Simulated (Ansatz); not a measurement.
# Na2H2SO (built on the sites of a database entry of NaHO): a soft mode frozen in, part 2 of 2

Wanted: the energy along a soft mode of Na2H2SO (built on the sites of a database entry of NaHO) and the structure at the end.

Ansatz 0.2.0; DFT PBEsol, scalar-relativistic, plane waves, PAW.

So far. Step 5 (Energy along the mode, all amplitudes (two of the runs …): The lowest of the steps tried is at 0.32 Å, 3.24 meV/atom below the parent; the bottom of the well need not coincide with a step. Step 7 (The new phase in its own primitive cell): The largest force component left is 0.96 meV/Å and the pressure is 0.000 GPa, within the tolerances set. The cell now holds 13.99 Å³/atom.

The structure was built from a prototype and need not be the compound's stable phase.

## Step 8: Modes of the new phase

A relaxed structure may still be a saddle point, so its zone-centre modes are computed. The response to a homogeneous field gives the Born charges and the dielectric tensor.

File input.yaml:

```yaml
crystal:
  lattice:
    - [4.9082199576, -1.9964943197, -9.37e-07]
    - [4.9082199576, 1.9964943197, -9.37e-07]
    - [-0.0160848225, 0.0, 4.2817104709]
  atoms:
    - { symbol: Na, position: [0.3346249623, 0.3346249623, 0.3046438516] }
    - { symbol: Na, position: [0.6094309543, 0.6094309543, 0.7677403342] }
    - { symbol: H, position: [0.0371132862, 0.0371132862, 0.1449276696] }
    - { symbol: H, position: [0.0283104801, 0.0283104801, 0.5059412668] }
    - { symbol: S, position: [0.8885162209, 0.8885162209, 0.822189209] }
    - { symbol: O, position: [0.1020040961, 0.1020040961, 0.3332872632] }
kpoints:
  mp_grid: { grid: [6, 6, 6] }
hamiltonian:
  xc: pbesol
scf:
  occupations: { method: fixed }
output:
  eigenvalues: true
phonons:
  method: dfpt
  dielectric: true
  rigid_motions: translations
```

Run with:

```sh
ansatz run input.yaml --threads 8 --pin off --max-ram 14336MiB --backend cpu --events-out ev --progress --plain --runs-dir out
```

The job ended after 83 s (8 threads of Arm Neoverse V1, shared host; peak memory 1.1 GiB).

This step gave:

```
sum-rule residual before enforcement                    : 6.61e-4 eV/Å²
miss of the charge sum rule                             : 0.001995 e
estimated error of the dielectric tensor                : 0.01051
estimated error of the Born charges                     : 0.01957 e
point group                                             : m
highest optical mode at the zone centre (no LO-TO term) : 2760 cm⁻¹
lowest optical zone-centre mode                         : -45.36 cm⁻¹
mean high-frequency dielectric constant                 : 3.316
largest Born charge (third of the trace)                : -1.845 e
top of the zone-centre spectrum with the field          : 2834 cm⁻¹
```

Without the LO-TO term. Patterns of degenerate modes are one choice out of their space. The modes at Γ (shares of kinetic energy by element, %) (negative means imaginary):

| mode | frequency (cm⁻¹) | symmetry | Na % | H % | S % | O % |
| --- | --- | --- | --- | --- | --- | --- |
| 1 | -45.4 | A'' | 3 | 2 | 21 | 74 |
| 2 | 0.0 | acoustic | 48 | 2 | 33 | 17 |
| 3 | 0.0 | acoustic | 48 | 2 | 33 | 17 |
| 4 | 0.0 | acoustic | 48 | 2 | 33 | 17 |
| 5 | 44.6 | A' | 65 | 2 | 15 | 18 |
| 6 | 125.9 | A'' | 99 | 0 | 0 | 1 |
| 7 | 136.2 | A' | 86 | 1 | 8 | 5 |
| 8 | 145.3 | A'' | 50 | 0 | 45 | 5 |
| 9 | 190.8 | A' | 90 | 1 | 2 | 7 |
| 10 | 216.8 | A' | 55 | 0 | 42 | 3 |
| 11 | 275.5 | A' | 2 | 5 | 42 | 50 |
| 12 | 366.2 | A' | 6 | 7 | 24 | 63 |
| 13 | 713.9 | A' | 0 | 98 | 0 | 1 |
| 14 | 803.5 | A'' | 0 | 99 | 0 | 0 |
| 15 | 957.5 | A'' | 0 | 97 | 0 | 3 |
| 16 | 1588.4 | A' | 0 | 94 | 0 | 6 |
| 17 | 2463.4 | A' | 0 | 92 | 0 | 8 |
| 18 | 2759.7 | A' | 0 | 95 | 0 | 5 |

Displacements in mode 1 (-45.4 cm⁻¹), the largest set to 1:
```
Na1  0.00 -0.15  0.00
Na2  0.00 -0.05  0.00
H3   0.00  0.47  0.00
H4   0.00  0.34  0.00
S5   0.00 -0.38  0.00
O6   0.00  1.00  0.00
```

Displacements in mode 18 (2759.7 cm⁻¹), the largest set to 1:
```
Na1  0.00  0.00  0.00
Na2  0.00  0.00  0.00
H3   0.62  0.00  1.00
H4   0.33  0.00 -0.48
S5   0.00  0.00  0.00
O6  -0.06  0.00 -0.03
```

Optical modes at the zone centre, without and with the macroscopic field of the longitudinal modes; each column is sorted by frequency, so a row need not hold one and the same mode. Modes with and without the field, by row:

| rank among optical modes | no field (cm⁻¹) | q along (1, 0, 0) (cm⁻¹) | q along (0, 1, 0) (cm⁻¹) | q along (0, 0, 1) (cm⁻¹) |
| --- | --- | --- | --- | --- |
| 1 | -45.4 | -45.4 | -43.7 | -45.4 |
| 2 | 44.6 | 45.3 | 44.6 | 91.3 |
| 3 | 125.9 | 125.9 | 125.9 | 125.9 |
| 4 | 136.2 | 136.4 | 136.2 | 145.3 |
| 5 | 145.3 | 145.3 | 190.8 | 175.6 |
| 6 | 190.8 | 194.8 | 216.8 | 191.3 |
| 7 | 216.8 | 274.5 | 249.2 | 216.8 |
| 8 | 275.5 | 284.7 | 275.5 | 305.8 |
| 9 | 366.2 | 367.8 | 366.2 | 367 |
| 10 | 713.9 | 714.6 | 713.9 | 715.2 |
| 11 | 803.5 | 803.5 | 803.9 | 803.5 |
| 12 | 957.5 | 957.5 | 959.6 | 957.5 |
| 13 | 1588 | 1592 | 1588 | 1589 |
| 14 | 2463 | 2474 | 2463 | 2610 |
| 15 | 2760 | 2834 | 2760 | 2788 |

Born charge (rows field, columns displacement) (e), principal values of the symmetric part by kind of site:

| atom | atoms with these values | low | middle | high | mean |
| --- | --- | --- | --- | --- | --- |
| Na1 | 1 | 0.89 | 1.16 | 1.21 | 1.09 |
| Na2 | 1 | 0.91 | 1.10 | 1.25 | 1.09 |
| H3 | 1 | 0.10 | 0.10 | 1.85 | 0.68 |
| H4 | 1 | 0.08 | 0.08 | 1.99 | 0.72 |
| S5 | 1 | -2.04 | -1.77 | -1.73 | -1.85 |
| O6 | 1 | -2.62 | -1.85 | -0.72 | -1.73 |

In full for Na1:

```
 0.89  0.00 -0.01
 0.00  1.16  0.00
-0.01  0.00  1.21
```

High-frequency dielectric tensor:

```
 3.19  0.00 -0.01
 0.00  3.24  0.00
-0.01  0.00  3.52
```

Transverse modes; imaginary modes are left out. Lines of the infrared spectrum (strongest = 100):

| position (cm⁻¹) | label | relative intensity |
| --- | --- | --- |
| 45 | A' | 1.8 |
| 126 | A'' | 0.0 |
| 136 | A' | 1.3 |
| 145 | A'' | 4.3 |
| 191 | A' | 0.7 |
| 217 | A' | 3.2 |
| 276 | A' | 1.7 |
| 366 | A' | 0.1 |
| 714 | A' | 0.3 |
| 804 | A'' | 0.1 |
| 958 | A'' | 0.4 |
| 1588 | A' | 1.4 |
| 2463 | A' | 100 |
| 2760 | A' | 50 |

Before it was imposed, the acoustic sum rule was missed by 6.6e-4 eV/Å² and the charge sum rule by 0.0020 e. Small misses are needed for a sound result but don't prove that mesh and cutoff are converged. The lowest optical mode is imaginary, 45.4i cm⁻¹, so the energy falls along it.

The log warns of the k mesh: “the force constants stand on the 6×6×6 k-mesh, whose period is 13.05 times the interband length at k = (0.0000, 0.0000, 0.0000), direct gap 2.199 eV, under 14: take them and everything formed from them as unconverged”.

## Step 9: Outcome

| Quantity | Value |
| --- | --- |
| unstable mode of the parent | q = (0, 0, 0), 416i cm⁻¹ |
| depth at the lowest point sampled | 3.24 meV/atom |
| largest atomic shift at that point | 0.32 Å |
| space group reached (within 0.01 Å) | Cm |
| energy gained over the parent (first relaxation, on the mesh of the frozen mode) | 101 meV/atom |
| volume per atom, phase reached | 14.0 Å³ |
| gap on the k-mesh, phase reached | 2.13 eV |
| lowest optical zone-centre mode, phase reached | -45.4 cm⁻¹ |
| highest optical mode at the zone centre (no LO-TO term), phase reached | 2760 cm⁻¹ |

In words: Along this mode the structure falls into Cm, 101 meV/atom below the parent. At the parent's cell the well is 3.236 meV/atom deep on the steps tried, with its lowest point at a shift of 0.32 Å. Relaxing atoms and cell changes the gain by +97.55 meV/atom against the lowest step (energies at zero smearing). Most of the total comes from this relaxation. The new phase still has an imaginary mode at the zone centre of its cell, so it is a saddle point on the way to a lower structure. Of the 2 patterns followed to their end from this parent, this one ends 7.82 meV/atom above the lowest, Pm. Each path keeps the symmetry of its pattern, so a lower phase may lie along a pattern not tried. With the field response the log warns that the k mesh is coarse for the force constants too, so the frequencies may not be converged. The q mesh stands for a supercell only 7.5 Å across, so branches between the solved wavevectors are rough. The program warns that the interpolation holds no quadrupole term, so branches close to Γ can be off in this crystal. The starting cell was built on a prototype and not taken from a measurement, so the phase need not exist.

[Logs are printed without paths, hosts, clocks, repeated set-up lines and the standing remarks that a program may print on its own settings, such as how far it seeks lower states.]

[Hosts, paths, dates, database ids (printed as entryN), source tags and the programs' standing remarks are cut or masked in the printed files.]
